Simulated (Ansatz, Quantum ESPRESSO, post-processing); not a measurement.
# From contact to tunnelling: vacuum gaps between two Li(110) faces, part 5 of 5

Aim: how the conductance falls as the barrier grows, for vacuum gaps between two Li(110) faces.

Quantum ESPRESSO 7.5; plane-wave DFT, PBEsol, GBRV ultrasoft pseudopotentials; cross-check by Ansatz 0.2.0 with PAW datasets.

So far. Step 9 (Transmission with pwcond.x, 6 Å): T goes from 0.270 to 0.140, a factor of 1.9. Step 10 (The same in Ansatz, 6 Å): Ansatz finds T = 0.116 against pwcond's 0.140.

## 12. Transmission with pwcond.x, 7 Å

Level of this step: transmission by pwcond, lead and junction from one cell; plane-wave DFT, PBEsol, GBRV ultrasoft pseudopotentials (Quantum ESPRESSO).

File j3.cond.in:

```
&inputcond
  outdir = './out'
  prefixt = 'j3.scf'
  tran_file = 'j3.cond.dat'
  bdl = 1.4142135610
  bds = 9.8130583140
  ikind = 1
  ewind = 4.0
  epsproj = 1e-05
  nz1 = 7
  energy0 = 0.4
  denergy = -0.4
/
21
  0.00000000 0.00000000 0.01562500
  0.00000000 0.12500000 0.03125000
  0.00000000 0.25000000 0.03125000
  0.00000000 0.37500000 0.03125000
  0.00000000 0.50000000 0.01562500
  0.12500000 0.00000000 0.06250000
  0.12500000 0.25000000 0.06250000
  0.12500000 0.37500000 0.06250000
  0.12500000 0.50000000 0.06250000
  0.25000000 0.00000000 0.06250000
  0.25000000 0.12500000 0.03125000
  0.25000000 0.37500000 0.06250000
  0.25000000 0.50000000 0.06250000
  0.25000000 0.62500000 0.03125000
  0.37500000 0.00000000 0.06250000
  0.37500000 0.12500000 0.06250000
  0.37500000 0.50000000 0.06250000
  0.37500000 0.62500000 0.06250000
  0.50000000 0.00000000 0.03125000
  0.50000000 0.12500000 0.06250000
  0.50000000 0.25000000 0.03125000
3
```

Launch:

```bash
$ OMP_NUM_THREADS=1 mpirun -n 2 pwcond.x -in j3.cond.in > j3.cond.out
```

Numbers of over 12 decimals in the logs are rounded to 6 here.

Log:

```text
[banner, memory and clock lines left out]
Program PWCOND v.7.5 starts
[citation notice left out]

[...]
./out/j3.scf.save/

     IMPORTANT: XC functional enforced from input :
     Exchange-correlation= PBESOL
                           (   1   4  10   8   0   0   0)
     Any further DFT definition will be discarded
     Please, verify this is what you really want

     Reading collected, re-writing distributed wavefunctions

===== INPUT FILE containing all the regions =====

     GEOMETRY:

     lattice parameter (alat)  =       6.5007  a.u.
[...]
---  E-Ef =   -0.4000000  k =    0.5000000   0.2500000
---  ie =          3  ik =         21
 Nchannels of the left tip =            1
 Right moving states:
   k1(2pi/a)   k2(2pi/a)   E-Ef (eV)
   0.4234909   0.0000076  -0.4000000
 Left moving states:
   k1(2pi/a)   k2(2pi/a)   E-Ef (eV)
  -0.4234909   0.0000076  -0.4000000

 to transmit
 Band j to band i transmissions and reflections:
    j         i     |T_ij|^2    |R_ij|^2

    1 -->     1     0.00051     0.99949
   Total T_j, R_j =    0.00051  0.99949

E-Ef(ev), T(x2 spins) =   -0.4000000   0.0010261
   T_tot     0.40000      0.21288E+00
   T_tot     0.00000      0.91449E-01
   T_tot    -0.40000      0.30771E-01

[...]
```

Wall time 44 s (2 MPI ranks of Arm Neoverse V2, shared host); peak memory 0.12 GiB; 87 s of CPU time.

Numbers from this step:

| Property | Result |
| --- | --- |
| transmission at the Fermi level, one spin | 0.04572 |
| conductance | 0.04572 G₀ |

Per spin; mean over the k mesh across the current. The transmission, zone mean by energy, zero at the Fermi level:

| energy (eV) | transmission, zone mean |
| --- | --- |
| -0.400 | 0.0154 |
| 0.000 | 0.0457 |
| 0.400 | 0.106 |

T goes from 0.140 to 0.0457, a factor of 3.1.

## 13. Cross-check with Ansatz, 7 Å

Level of this step: plane-wave DFT, PBEsol, Ansatz PAW (Ansatz 0.2.0).

File input.yaml:

```yaml
crystal:
  lattice:
    - [3.44, 0.0, 0.0]
    - [1.72, 2.4324473273, 0.0]
    - [0.0, 0.0, 33.7569206001]
  atoms:
    - { symbol: Li, position: [0.0, 0.0, 0.0] }
    - { symbol: Li, position: [0.5, 0.0, 0.0720577376] }
    - { symbol: Li, position: [0.0, 0.0, 0.1441154752] }
    - { symbol: Li, position: [0.5, 0.0, 0.2161732128] }
    - { symbol: Li, position: [0.0, 0.0, 0.2882309505] }
    - { symbol: Li, position: [0.5, 0.0, 0.3602886881] }
    - { symbol: Li, position: [0.0, 0.0, 0.5676535743] }
    - { symbol: Li, position: [0.5, 0.0, 0.6397113119] }
    - { symbol: Li, position: [0.0, 0.0, 0.7117690495] }
    - { symbol: Li, position: [0.5, 0.0, 0.7838267872] }
    - { symbol: Li, position: [0.0, 0.0, 0.8558845248] }
    - { symbol: Li, position: [0.5, 0.0, 0.9279422624] }
kpoints:
  mp_grid: { grid: [8, 10, 1] }
hamiltonian:
  xc: pbesol
scf:
  occupations: { method: fermi_dirac, width: 0.1 }
  convergence: { dr2_threshold: 1.0e-08 }
output:
  transmission: { leads: [[0, 2]], e_range: [-0.4, 0.4], de: 0.4, kmesh: [8, 8] }
  write_potential: true
  write_density: true
  volumetric_format: npy
  elf: true
```

Launch:

```bash
$ ansatz run input.yaml --threads 2 --pin off --max-ram 4096MiB --backend cpu --events-out ev --progress --plain --runs-dir out
```

Log:

```text
[...]
Crystal: 12 atoms, lattice volume = 282.465 Å³
Basis set: ecut = 420 eV, 5449 PW (Γ)
Bands: 30, of which v1, the nominal top of the filled ones, is band 18 counted from 1 (17 counted from 0)
Symmetry: 4 space group operations
k-points: 42 of 80
[...]
k-point 41: bands = [... 14 lower, 0.5239, 0.5239, 0.5825, 0.5825, 0.6558, 0.6558, 0.7219, 0.7219, ... 8 higher]
--- Transmission ---
  basis      : 69 plane waves across, 42 finite elements along
  points     : 34, standing for a mesh of 8 x 8
[...]
channels       : 9.218750e-1 a spin
[...]
slowest decay  : 0.2513 /Å at (0.0000, 0.5000)
  junction   : crystal 0 to crystal 0, -0.52 to 28.37 Å
    transmission   : 3.651485e-2 a spin
[...]
[key lines of the parts left out:]
SCF converged after 7 iterations
Free energy (F): -2435.542463 eV
Fermi energy:    0.514470 eV
```

Elapsed: 23 s, on 2 threads; peak memory 0.62 GiB.

Numbers from this step:

| Quantity | Value |
| --- | --- |
| free energy | -2435.5425 eV |
| energy at zero smearing | -2435.4481 eV |
| smearing term TS | 0.1887 eV |
| Fermi energy | 0.5145 eV |
| transmission at the Fermi level, one spin | 0.03651 |
| step of the lead's Hamiltonian over a period | 4.7 meV |

Per spin; mean over the k mesh across the current. Transmission, zone mean against energy, zero at the Fermi level:

| energy (eV) | transmission, zone mean |
| --- | --- |
| -0.400 | 0.0117 |
| 0.000 | 0.0365 |
| 0.400 | 0.0935 |

Ansatz finds T = 0.0365 against pwcond's 0.0457.

## 14. The series side by side

All levels:

| level | T by pwcond | T by Ansatz | lead channels | CPU time (s) |
| --- | --- | --- | --- | --- |
| 4 Å | 0.4455 | 0.4402 | 0.9219 | 511.4 |
| 5 Å | 0.2699 | 0.2404 | 0.9219 | 320.3 |
| 6 Å | 0.1396 | 0.1164 | 0.9219 | 390.1 |
| 7 Å | 0.04572 | 0.03651 | 0.9219 | 492.4 |

## 15. By hand

For the narrowest barrier, the Landauer sum over the mesh, Σ w T = 0.0625 × 0.936 + 0.0625 × 0.911 + 0.0625 × 0.864 + … = 0.4455.

G = 0.445 × 77.48 µS = 34.5 µS a cell. Times the area of 8.368 Å², the resistance-area product is A/G = 2.42 fΩ m², the leads' contact resistance included.

Free electrons at 1 an atom (2 atoms in 40.7 Å³) have k_F = 1.133 1/Å and offer A k_F²/4π = 0.85 channels per spin; the lead has 0.92 on this mesh.

κ = ln(T₁/T₂)/(2Δd) = ln(0.1396/0.04572)/(2 × 1 Å) = 0.56 1/Å.

## 16. Outcome

* conductance a cell at 4 Å: 0.445 G₀
* conductance a cell at 5 Å: 0.270 G₀
* conductance a cell at 6 Å: 0.140 G₀
* conductance a cell at 7 Å: 0.0457 G₀
* fall of ln T per Å over the last interval: 1.12

The conductance goes from 0.445 G₀ at 4 Å to 0.0457 G₀ at 7 Å (PBEsol, GBRV ultrasoft). Interval by interval ln T falls by 0.50, 0.66 and 1.12 per Å: the decay still steepens, so it isn't yet a plain exponential. Even at the widest gap some points across still pass up to 0.80, so the fall of the mean gives no barrier height. Ansatz follows the series within a factor of 1.25. Points with over 2.5 times the mean carry up to 83 % of T, so the means lean on few points, and the mesh was not tested. The geometries are as built, not relaxed, and the leads are short. Semilocal functionals lack the image potential in a vacuum gap.

[Logs are printed without paths, hosts, clocks, repeated set-up lines and the standing remarks that a program may print on its own settings, such as how far it seeks lower states.]

[Hosts, paths, dates, database ids (printed as entryN), source tags and the programs' standing remarks are cut or masked in the printed files.]

[Maps of the electrostatic potential energy from Ansatz leave out the sawtooth potential of an applied field or a dipole correction, so their vacuum need not be flat; planar profiles and work functions include it.]
